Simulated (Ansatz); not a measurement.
# What Be2Sn (model cell, started as antifluorite) distorts into, part 3 of 3

Aim: this structure of Be2Sn (model cell, started as antifluorite) is to be tested for unstable modes, and one is followed downhill.

Ansatz 0.2.0; DFT PBEsol, scalar-relativistic, plane waves, PAW.

So far. Step 5 (Energy along the mode, all amplitudes (two of the runs …): The lowest of the steps tried is at 0.32 Å, 25.2 meV/atom below the parent; the bottom of the well need not coincide with a step. Step 7 (The new phase in its own primitive cell): The largest force component left is 0.58 meV/Å and the pressure is 0.003 GPa, within the tolerances set. The cell now holds 15.35 Å³/atom. The relaxed cell has a, b, c = 5.972, 6.055, 5.092 Å (conventional setting).

The structure was built from a prototype and need not be the compound's stable phase.

### Step 8. Modes of the new phase, k-mesh 8×8×6

A relaxed structure may still be a saddle point, so its zone-centre modes are computed. No field response is asked, since the mesh shows no gap.

Input file input.yaml:

```yaml
crystal:
  lattice:
    - [2.9861052431, -3.0275582683, 0.0]
    - [2.9861052431, 3.0275582683, 0.0]
    - [0.0, 0.0, 5.0921605549]
  atoms:
    - { symbol: Sn, position: [0.3115337405, 0.6884662595, 0.25] }
    - { symbol: Sn, position: [0.6884662595, 0.3115337405, 0.75] }
    - { symbol: Be, position: [0.1863432325, 0.1863432325, 0.5] }
    - { symbol: Be, position: [0.8136567675, 0.8136567675, 0.0] }
    - { symbol: Be, position: [0.1863432325, 0.1863432325, 0.0] }
    - { symbol: Be, position: [0.8136567675, 0.8136567675, 0.5] }
kpoints:
  mp_grid: { grid: [8, 8, 6] }
hamiltonian:
  xc: pbesol
scf:
  occupations: { method: methfessel_paxton, width: 0.15 }
output:
  eigenvalues: true
phonons:
  method: dfpt
```

Launch:

```
ansatz run input.yaml --threads 4 --pin off --max-ram 7168MiB --backend cpu --events-out ev --progress --plain --runs-dir out
```

Numbers of over 12 decimals in the logs are rounded to 6 here.

The program printed:

```text
[...]
Crystal: 6 atoms, lattice volume = 92.072 Å³
Basis set: ecut = 420 eV, 1771 PW (Γ), exchange–correlation on 60×60×72 points (8 copies of the dense FFT grid, shifted against one another)
Bands: 24, of which v1, the nominal top of the filled ones, is band 18 counted from 1 (17 counted from 0)
Symmetry: 8 space group operations
k-points: 196 of 384 (irreducible under 1 space group operation, time reversal used)
[...]
SCF iter   1: F=—  HF=-12258.288238 eV  |F-HF|=—  |Δ(HF+E_count)|=         —  Δρ=4.14e-3  dr2=3.00e-2  ethr=1.77e-3  ⟨swp⟩=8.0  Hψ=27483  notcnv=0
[...]
SCF iter  10: F=-12258.274833 eV  HF=-12258.274833 eV  |F-HF|=0.00e0  |Δ(HF+E_count)|=  3.64e-12  S|Δr|=    0.00e0  Δρ=7.53e-9  dr2=5.25e-14  ethr=1.00e-12  ⟨swp⟩=5.2  Hψ=17935  notcnv=0
SCF 1 converged in 10 iterations: F = -12258.274833 eV  dr2 = 5.25e-14
[...]
DFPT response loops at Γ: preconditioner auto → Kerker (q_TF=auto, 2.333 Å⁻¹) (partly filled bands, converged f_vac=0.000); β = 1.00, the filter's whole step (`scf.mixing.beta` (0.50) is not read by the response loops under this deck's `scf.mixing.preconditioner`; to damp them name `kerker` or `kerker_dos`, under which they read `scf.mixing.beta`, and type it under 1.00, their step now; both keys bind the ground state too); Broyden in place of MSR1
SCF converged after 10 iterations
[...]
Free energy (F): -12258.274833 eV
[...]
Internal energy: -12258.276583 eV  (E = F + TS)
E sigma→0 (E₀):  -12258.275270 eV
Entropy (-TS):   0.001750 eV (0.292 meV/atom)
Fermi energy:    9.055351 eV
[...]
--- Band table (eV; the first three rows and the last of 196) ---
  k-point 0: bands = [... 14 lower, 5.7149, 7.0471, 8.0471, 9.8306, 10.0634, 10.2720, 11.0225, 11.3806, ... 2 higher]
  k-point 1: bands = [... 14 lower, 5.8632, 7.1021, 8.3174, 8.7632, 9.5274, 10.0090, 10.1726, 11.5727, ... 2 higher]
  k-point 2: bands = [... 14 lower, 6.2871, 7.1708, 7.4338, 8.8310, 8.8999, 8.9675, 9.3813, 12.6938, ... 2 higher]
  k-point 195: bands = [... 14 lower, 4.0029, 4.0029, 4.8871, 4.8871, 13.1945, 13.1945, 13.9226, 13.9226, ... 2 higher]
--- Phonons (Γ-DFPT): 6 representative perturbations + reference, on 196 of 384 k-points (Σ response iterations 18) ---
  k mesh reduced under 1 symmetry operation, with k and −k counted as one. Each operation leaves every solved perturbation unchanged. A smaller set is not used because it would not reduce the number of displacements times k-points to solve
  ASR residual: 8.713e-5 → 0.000e0 eV/Å²; symmetrization residual: 3.335e-6 eV/Å²
  ASR residual per site (eV/Å²): 6.33e-6 6.33e-6 8.71e-5 8.71e-5 8.71e-5 8.71e-5
  Γ frequencies (cm⁻¹): -46.99 0.00 0.00 0.00 120.86 130.73 207.21 272.78 305.75 330.21 354.85 366.78 373.32 374.32 388.47 470.86 509.40 521.66
  non-analytic LO–TO correction: not included (Born effective charges unavailable; polar crystals: no LO–TO splitting at Γ)
```

Run time: 71 s. Hardware: 4 threads of Arm Neoverse V2, shared host; peak memory 1.8 GiB; 4.4 min of CPU time.

This step gave:

| Quantity | Value |
| --- | --- |
| sum-rule residual before enforcement | 8.71e-5 eV/Å² |
| point group | mmm |
| highest optical mode at the zone centre (no LO-TO term) | 521.7 cm⁻¹ |
| lowest optical zone-centre mode | -46.99 cm⁻¹ |

Patterns of degenerate modes are one choice out of their space. Modes at Γ, with each element's share of the kinetic energy (negative means imaginary):

| mode | frequency (cm⁻¹) | symmetry | Sn % | Be % |
| --- | --- | --- | --- | --- |
| 1 | -47.0 | B1g | 81 | 19 |
| 2 | 0.0 | acoustic | 87 | 13 |
| 3 | 0.0 | acoustic | 87 | 13 |
| 4 | 0.0 | acoustic | 87 | 13 |
| 5 | 120.9 | Ag | 97 | 3 |
| 6 | 130.7 | B3g | 99 | 1 |
| 7 | 207.2 | B2g | 0 | 100 |
| 8 | 272.8 | B1u | 9 | 91 |
| 9 | 305.8 | Au | 0 | 100 |
| 10 | 330.2 | B2u | 10 | 90 |
| 11 | 354.9 | B1g | 18 | 82 |
| 12 | 366.8 | B2g | 0 | 100 |
| 13 | 373.3 | B3u | 13 | 87 |
| 14 | 374.3 | B1u | 4 | 96 |
| 15 | 388.5 | B1g | 1 | 99 |
| 16 | 470.9 | B2u | 3 | 97 |
| 17 | 509.4 | B3g | 1 | 99 |
| 18 | 521.7 | Ag | 3 | 97 |

Displacements in mode 1 (-47.0 cm⁻¹), the largest set to 1:
```
Sn1  0.83  0.00  0.00
Sn2 -0.83  0.00  0.00
Be3  0.00  1.00 -0.26
Be4  0.00 -1.00 -0.26
Be5  0.00  1.00  0.26
Be6  0.00 -1.00  0.26
```

Displacements in mode 18 (521.7 cm⁻¹), the largest set to 1:
```
Sn1  0.00 -0.07  0.00
Sn2  0.00  0.07  0.00
Be3  1.00  0.00  0.00
Be4 -1.00  0.00  0.00
Be5  1.00  0.00  0.00
Be6 -1.00  0.00  0.00
```

Before it was imposed, the acoustic sum rule was missed by 8.7e-5 eV/Å². Small misses are needed for a sound result but don't prove that mesh and cutoff are converged. The lowest optical mode is imaginary, 47.0i cm⁻¹, so the energy falls along it.

### Step 9. What came out

| Item | Value |
| --- | --- |
| unstable mode of the parent | q = (0, -0.5, -0.5), 116i cm⁻¹ |
| depth at the lowest point sampled | 25.2 meV/atom |
| largest atomic shift at that point | 0.32 Å |
| space group reached (within 0.01 Å) | Cmcm |
| energy gained over the parent (first relaxation, on the mesh of the frozen mode) | 67.8 meV/atom |
| volume per atom, phase reached | 15.3 Å³ |
| lowest optical zone-centre mode, phase reached | -47.0 cm⁻¹ |
| highest optical mode at the zone centre (no LO-TO term), phase reached | 522 cm⁻¹ |

What this shows: Along this mode the structure falls into Cmcm, 67.8 meV/atom below the parent. At the parent's cell the well is 25.22 meV/atom deep on the steps tried, with its lowest point at a shift of 0.32 Å. Relaxing atoms and cell changes the gain by +42.57 meV/atom against the lowest step (energies at zero smearing). Most of the total comes from this relaxation. The new phase still has an imaginary mode at the zone centre of its cell, so it is a saddle point on the way to a lower structure. Of the 4 patterns followed to their end from this parent, this one ends 30.0 meV/atom above the lowest, Pmmn. Each path keeps the symmetry of its pattern, so a lower phase may lie along a pattern not tried. With no gap, or one that is small against the smearing, the frequencies hang on the k mesh and the smearing, most of all near Kohn anomalies. Spin-orbit coupling is left out, which can matter for the heavy elements here. A phonon run warned that its eigensolver left some bands unconverged in a pass. The starting cell was built on a prototype and not taken from a measurement, so the phase need not exist.

[Logs are printed without paths, hosts, clocks, repeated set-up lines and the standing remarks that a program may print on its own settings, such as how far it seeks lower states.]

[Hosts, paths, dates, database ids (printed as entryN), source tags and the programs' standing remarks are cut or masked in the printed files.]
